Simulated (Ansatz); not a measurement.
# Debugging a many-body input for CdCu2GeSe4 (I-42m)

A first try at the G0W0 gap of CdCu2GeSe4 (I-42m), what the program said, and an input that works.

Main program and level: Ansatz 0.2.0; G0W0 on r2SCAN, plane waves, PAW; PAW set soft_1.

In doubt: one-shot GW on d or f shells is unsure, so the values of those runs are not to be relied on.

**1. Set-up**

The structure is tetragonal, space group I-42m (No. 121). Conventional cell: a = 5.748 Å, b = 5.748 Å, c = 11.053 Å, α = 90.00°, β = 90.00°, γ = 90.00°. Nearest to Cd lie 4 Se at 2.65 Å. Nearest to Cu lie 4 Se at 2.41 Å. Ge has 4 Se at 2.38 Å nearest. Se has 1 Ge at 2.38 Å and 2 Cu at 2.41 Å and 1 Cd at 2.65 Å nearest. Farther neighbours and most contacts between anions are not listed.

The cell and positions come from the Crystallography Open Database and are kept as given unless a step says otherwise.

**2. First try**

input.yaml

```yaml
crystal:
  lattice:
    - [-2.8741, 2.8741, 5.52665]
    - [2.8741, -2.8741, 5.52665]
    - [2.8741, 2.8741, -5.52665]
  atoms:
    - { symbol: Cd, position: [0.0, 0.0, 0.0] }
    - { symbol: Cu, position: [0.25, 0.75, 0.5] }
    - { symbol: Cu, position: [0.75, 0.25, 0.5] }
    - { symbol: Ge, position: [0.5, 0.5, 0.0] }
    - { symbol: Se, position: [0.4042, 0.4042, 0.541] }
    - { symbol: Se, position: [0.5958, 0.1368, 0.0] }
    - { symbol: Se, position: [0.8632, 0.8632, 0.459] }
    - { symbol: Se, position: [0.1368, 0.5958, 0.0] }
kpoints:
  mp_grid: { grid: [4, 4, 4] }
hamiltonian:
  xc: r2scan
  pseudopotentials: { kind: paw, azcp: { folder: soft_1 } }
scf:
  occupations: { method: fixed }
gw:
  n_empty_bands: 296
  ecut_chi: 10
  qp_bands: [v2, c2]
  qp_kpoints: band_edges
  screening: { model: contour_deformation }
```

Command:

```bash
$ ansatz run input.yaml --threads 24 --pin off --max-ram 82944MiB --backend cuda --events-out ev --progress --plain --runs-dir out --devices 1 --max-vram 78GiB
```

Numbers of over 12 decimals in the logs are rounded to 6 here.

Log:

```text
GPUs: using 1 of 1 available (devices: 1).
Engine: ansatz 0.2.0, aarch64-unknown-linux-gnu
Pseudopotentials: kind: paw
Pseudopotential: Cd, paw, valence charge 20, recommended cutoff 500 eV (meta_gga), soft_1/Cd.paw.azcp
Pseudopotential: Cu, paw, valence charge 19, recommended cutoff 500 eV (meta_gga), soft_1/Cu.paw.azcp
Pseudopotential: Ge, paw, valence charge 14, recommended cutoff 500 eV (meta_gga), soft_1/Ge.paw.azcp
Pseudopotential: Se, paw, valence charge 16, recommended cutoff 500 eV (meta_gga), soft_1/Se.paw.azcp
Functional definition: r2SCAN
  parameter k0 = 0.174
  parameter k1 = 0.065
  parameter a1 = 4.9479
  exchange = r2scan_x(k0 = k0, k1 = k1, a1 = a1)
  correlation = r2scan_c
[...]
Crystal: 8 atoms, lattice volume = 182.610 Å³
Basis set: ecut = 500 eV, 4661 PW (Γ), exchange–correlation on 216×216×216 points (64 copies of the dense FFT grid, shifted against one another)
Bands: 82, of which v1, the nominal top of the filled ones, is band 68 counted from 1 (67 counted from 0)
Symmetry: 8 space group operations
Space group: I-42m (ITA 121), of the structure as read, at distance tolerance 5.7e-5 Å
k-points: 13 of 64 (time reversal used)
Non-local potential: Cd, projectors of the file, l = 0: 3, l = 1: 2, l = 2: 2, l = 3: 1
Non-local potential: Cu, projectors of the file, l = 0: 3, l = 1: 2, l = 2: 3, l = 3: 1
Non-local potential: Ge, projectors of the file, l = 0: 2, l = 1: 2, l = 2: 3, l = 3: 1
Non-local potential: Se, projectors of the file, l = 0: 2, l = 1: 2, l = 2: 3, l = 3: 1
PAW form: soft (Blöchl's): semilocal exchange-correlation on the pseudo side does not see the compensation charge
PAW frozen core: Cd, regenerated for the run's functional (the file was generated under x = pbe(κ = 0.804, μ = 0.219515), c = pbe(β = 0.066725))
PAW frozen core: Cu, regenerated for the run's functional (the file was generated under x = pbe(κ = 0.804, μ = 0.219515), c = pbe(β = 0.066725))
PAW frozen core: Ge, regenerated for the run's functional (the file was generated under x = pbe(κ = 0.804, μ = 0.219515), c = pbe(β = 0.066725))
PAW frozen core: Se, regenerated for the run's functional (the file was generated under x = pbe(κ = 0.804, μ = 0.219515), c = pbe(β = 0.066725))
PAW one-centre angular grid: Cd, 590 points (default); XC on 160 Gauss nodes
PAW one-centre angular grid: Cu, 590 points (default); XC on 160 Gauss nodes
PAW one-centre angular grid: Ge, 590 points (default); XC on 160 Gauss nodes
[...]
Initial density: superposition of atomic densities (chi_scale 0.1, normalization cell, long waves kept (reshape's long-wave potential 0.02 eV rms))
Initial wavefunctions: pseudopotential atomic-orbital guess
[...]
Functional: x = r2scan, c = r2scan; τ floored in thin density (d = 2e-4 eV/Å³)
SCF iter   1: F=—  HF=-47750.946575 eV  |F-HF|=—  |Δ(HF+E_count)|=         —  Δρ=6.11e-2  dr2=6.21e0  dr2_τ=1.33e-2  ethr=3.10e-3  ⟨swp⟩=4.8  Hψ=3097  notcnv=0  defer=150
preconditioner: auto → Resta (q_TF=auto, 2.598 Å⁻¹)  ε∞=4.6  [insulator: Δε(μ)=0.503 eV  Ē_g=11.368 eV  n_scr=60 (ndim 8)  ℏωp=21.6 eV  f_vac=0.093  ε∞_Penn≈4.6]
SCF iter   2: F=—  HF=-47749.826864 eV  |F-HF|=—  |Δ(HF+E_count)|=    1.12e0  Δρ=4.21e-2  dr2=1.89e0  dr2_τ=4.20e-2  ethr=3.10e-3  ⟨swp⟩=2.6  Hψ=2080  notcnv=0  defer=126
SCF iter   3: F=—  HF=-47749.693730 eV  |F-HF|=—  |Δ(HF+E_count)|=   1.33e-1  Δρ=2.50e-2  dr2=9.65e-1  dr2_τ=1.88e-2  ethr=1.39e-3  ⟨swp⟩=2.0  Hψ=2159  notcnv=0  defer=145
SCF iter   4: F=—  HF=-47749.523070 eV  |F-HF|=—  |Δ(HF+E_count)|=   1.71e-1  Δρ=8.02e-3  dr2=8.68e-2  dr2_τ=6.74e-4  ethr=7.09e-4  ⟨swp⟩=2.0  Hψ=1406  notcnv=0  defer=148
SCF iter   5: F=—  HF=-47749.542044 eV  |F-HF|=—  |Δ(HF+E_count)|=   1.90e-2  Δρ=2.73e-3  dr2=1.06e-2  dr2_τ=4.97e-4  ethr=6.38e-5  ⟨swp⟩=2.2  Hψ=1400  notcnv=0  defer=152
SCF iter   6: F=—  HF=-47749.540002 eV  |F-HF|=—  |Δ(HF+E_count)|=   2.04e-3  Δρ=8.66e-4  dr2=9.63e-4  dr2_τ=4.06e-5  ethr=7.77e-6  ⟨swp⟩=2.0  Hψ=1759  notcnv=0  defer=155
[...]
SCF iter  11: F=—  HF=-47749.540694 eV  |F-HF|=—  |Δ(HF+E_count)|=   1.25e-7  Δρ=8.60e-6  dr2=1.00e-7  dr2_τ=9.76e-10  ethr=7.35e-11  ⟨swp⟩=10.2  Hψ=4715  notcnv=0
[...]
SCF 1 converged in 13 iterations: F = -47749.540694 eV  dr2 = 9.42e-9
[...]
SCF converged after 13 iterations
[...]
--- G₀W₀: contour deformation, 8 samples at zero and on the imaginary axis and 2 off it, 64 q-points, 296 empty bands' worth ---
  eigenvalues of the whole cell's RPA ε∞ on this k-mesh (on a slab, of 1 + 4πα/V) = 86.6216, 86.6216, 95.5238; static W/v taken at q = 0 is 0.011197
  bands read: the sum over 364 bands ends inside a degenerate multiplet in 2 slots, whose members it reads at an even weight; the widest, k=0: bands 364 to 365 (counted from 1) at 1/2 each
  gw.qp_kpoints: band_edges: 8 of 13 stored k-points solved, in 1 pass; an edge of the gap read off the rows below is read off those points alone
    valence top: of the k-points left out ik 11 came nearest to being solved in a further pass, in band 68 (counted from 1, as in the quasiparticle table): it holds the edge there only if its correction is more favourable than any solved in that band by at least 0.498 eV; those differ by 0.151 eV
    conduction bottom: of the k-points left out ik 12 came nearest to being solved in a further pass, in band 70 (counted from 1, as in the quasiparticle table): it holds the edge there only if its correction is more favourable than any solved in that band by at least 1.769 eV; those differ by 0.942 eV
  `?` marks the rows in doubt; gw_qp.tsv's column doubts and the gw_qp event give each row's grounds
    ik  band        ε_KS         Σx   Σc(E_QP)       V_xc       Z   E_QP_lin       E_QP  E_QP is
     0    67      8.6074   -32.5386     3.3538   -27.8105  0.7246     7.4305     7.2331  root ?
     0    68      8.6074   -32.5386     3.3538   -27.8105  0.7246     7.4305     7.2331  root ?
     0    69      8.8507   -12.4759    -2.6684   -15.6983  0.7512     9.5222     9.4046  root ?
     0    70     10.6283    -9.1425    -3.1997   -12.5791  0.7472    10.8756    10.8652  root
     1    67      7.7988   -33.3201     3.8465   -27.9118  0.7059     6.3993     6.2370  root ?
     1    68      8.4220   -32.7155     3.5709   -27.7290  0.7205     7.1895     7.0063  root ?
     1    69      9.9809   -13.3802    -2.8751   -16.8546  0.7413    10.7509    10.5803  root ?
     1    70     11.2494   -10.3412    -3.4493   -14.3724  0.7394    11.9780    11.8312  root ?
     2    67      8.2444   -33.2512     3.9257   -27.8290  0.7142     6.9090     6.7478  root ?
     2    68      8.2792   -32.7610     3.6549   -27.6724  0.7190     7.0267     6.8455  root ?
     2    69      9.3316   -13.1952    -2.7071   -16.4310  0.7476     9.9571     9.8604  root ?
     2    70     10.8806    -9.7002    -3.1437   -14.0227  0.7401    11.8204    12.0594  root ?
     3    67      8.1457   -33.3155     3.7384   -28.0774  0.7142     6.8097     6.6460  root ?
     3    68      8.3654   -32.1423     3.3646   -27.4178  0.7216     7.1972     7.0055  root ?
     3    69     10.0280   -14.2893    -2.6820   -17.5460  0.7407    10.7410    10.6028  root ?
[...]
7    70     10.5114    -9.4151    -3.0329   -13.5496  0.7471    11.3519    11.6129  root ?
     8    67      8.2315   -33.3405     3.7188   -28.1110  0.7150     6.8836     6.7208  root ?
     8    68      8.2315   -33.3405     3.7188   -28.1110  0.7150     6.8836     6.7208  root ?
     8    69     10.1093   -15.7243    -2.3915   -18.5723  0.7396    10.6215    10.5658  root
     8    70     10.7707    -9.8506    -3.2551   -13.5227  0.7429    11.2301    11.1877  root
     9    67      7.7139   -34.2926     4.2192   -28.4080  0.6990     6.2033     6.0485  root ?
     9    68      8.2378   -33.4217     3.7190   -28.2034  0.7166     6.9041     6.7384  root ?
     9    69     10.3416   -15.5788    -2.7266   -18.7799  0.7349    10.8811    10.8161  root
     9    70     11.1945    -9.4563    -3.3276   -13.2367  0.7418    11.7025    11.6473  root
```

Run time: 12 s. Hardware: 1 × NVIDIA GB200 (shared by 2 runs) with 24 threads of Arm Neoverse V2, shared host; peak memory 2.9 GiB; 41 s of CPU time.

The column dr2 measures how far the density is from self-consistency, as an energy; F and HF (Harris–Foulkes) agree once it is small.

**What went wrong?**

The run ended normally, though the input holds a fault or crude settings.

The fault: screening cutoff of 10 eV. Nearly all local fields and short-range correlation are left out.

It printed a gap of 2.17 eV, which is an artefact of the settings.

**3. A better input**

Now the one-shot GW correction: screening in the RPA, then the self-energy of the levels asked for. This step takes PAW set soft_1 files.

input.yaml: that of step 2 with these lines changed.

```diff
@@ -22,4 +22,4 @@
 gw:
-  n_empty_bands: 296
-  ecut_chi: 10
+  n_empty_bands: 427
+  ecut_chi: 102
   qp_bands: [v2, c2]
```

Log:

```text
GPUs: using 1 of 1 available (devices: 1).
[...]
Crystal: 8 atoms, lattice volume = 182.610 Å³
Basis set: ecut = 500 eV, 4661 PW (Γ), exchange–correlation on 216×216×216 points (64 copies of the dense FFT grid, shifted against one another)
Bands: 82, of which v1, the nominal top of the filled ones, is band 68 counted from 1 (67 counted from 0)
[... 1 set-up line as in the run before ...]
[...]
k-points: 13 of 64 (time reversal used)
[...]
SCF iter   1: F=—  HF=-47750.946575 eV  |F-HF|=—  |Δ(HF+E_count)|=         —  Δρ=6.11e-2  dr2=6.21e0  dr2_τ=1.33e-2  ethr=3.10e-3  ⟨swp⟩=4.8  Hψ=3097  notcnv=0  defer=150
[...]
SCF iter   6: F=—  HF=-47749.540002 eV  |F-HF|=—  |Δ(HF+E_count)|=   2.04e-3  Δρ=8.66e-4  dr2=9.63e-4  dr2_τ=4.06e-5  ethr=7.77e-6  ⟨swp⟩=2.0  Hψ=1759  notcnv=0  defer=155
[...]
SCF converged after 13 iterations
[...]
0    67      8.6074   -32.5386     4.7255   -27.8105  0.6579     8.6049     8.6049  root
     0    68      8.6074   -32.5386     4.7255   -27.8105  0.6579     8.6049     8.6049  root
     0    69      8.8507   -12.4759    -3.0284   -15.6983  0.7189     9.0498     9.0445  root
     0    70     10.6283    -9.1425    -3.4056   -12.5791  0.7222    10.6594    10.6593  root
     1    67      7.7988   -33.3201     5.4013   -27.9118  0.6337     7.7919     7.7919  root
     1    68      8.4220   -32.7155     4.9637   -27.7290  0.6530     8.3992     8.3993  root
     1    69      9.9809   -13.3802    -3.1825   -16.8546  0.7040    10.2875    10.2728  root
     1    70     11.2494   -10.3412    -3.8506   -14.3724  0.7100    11.4346    11.4298  root
[...]
9    67      7.7139   -34.2926     5.8598   -28.4080  0.6248     7.6891     7.6892  root
     9    68      8.2378   -33.4217     5.2022   -28.2034  0.6470     8.2217     8.2217  root
     9    69     10.3416   -15.5788    -2.8732   -18.7799  0.6930    10.6895    10.6695  root
     9    70     11.1945    -9.4563    -3.6879   -13.2367  0.7145    11.2880    11.2870  root
```

Run time: 23 s. Hardware: 1 × NVIDIA GB200 (shared by 2 runs) with 24 threads; peak memory 3.3 GiB; 67 s of CPU time.

Numbers from this step:

- bands summed: 495
- RPA ε∞ on this mesh (eigenvalues): 85.09, 85.09, 93.94
- plane waves in the screening matrix: 437
- q-points in the mesh: 64
- G0W0 gap on the mesh: 0.4396 eV
- k of the valence top: 0, 0, 0
- k of the conduction bottom: 0, 0, 0
- starting gap on the mesh: 0.2433 eV
- Z at the valence top: 0.6579
- Z at the conduction bottom: 0.7189
- least direct G0W0 gap on the computed points: 0.4396 eV

The gap on the mesh goes from 0.24 eV to 0.44 eV, a correction of +0.20 eV. Between the two edge states, bare exchange in place of the xc potential would open the gap by 7.95 eV, and correlation takes back 7.75 eV.

**4. Outcome**

| Quantity | Value |
| --- | --- |
| first try | converged after 12 s |
| better run | G0W0 gap on the mesh 0.44 eV (4×4×4 mesh, 427 empty bands, screening to 102 eV, PAW set soft_1 files) |

The second run differs in: empty bands and screening cutoff (eV). Bands and cutoff are finite, so the gap is not at the basis limit. The miss can reach some tenths of an eV and take either sign; the mesh is an error of its own. The 4×4×4 mesh is coarse for this cell (its supercell is 27 Å along the shortest edge). The RPA ε∞ on it, from the r2SCAN start, is 85.09 and 93.94; such meshes misread the long-range screening, most where the gap is narrow. The RPA ε∞ on this mesh reaches over 25; with a narrow direct gap a coarse mesh can overstate it, and the correction is then too small. A d shell, filled or nearly so, lies near the gap. One-shot GW converges very slowly in bands there, not always from below, and on a semilocal start the gap tends to come out low; starts rich in exact exchange can overshoot instead. The many-body steps are scalar-relativistic: spin-orbit coupling is not in them.

[Paths, hosts, dates, memory and timing lines, banners, echoed tables and standing remarks are left out of the program output.]

[Logs are printed without paths, hosts, clocks, repeated set-up lines and the standing remarks that a program may print on its own settings, such as how far it seeks lower states.]

[Runs of the session that timed out or met a known fault of the program may be left out.]

[Cells called generated may have been cut or substituted from an entry of the Crystallography Open Database or the Materials Project.]

[Hosts, paths, dates, database ids (printed as entryN), source tags and the programs' standing remarks are cut or masked in the printed files.]
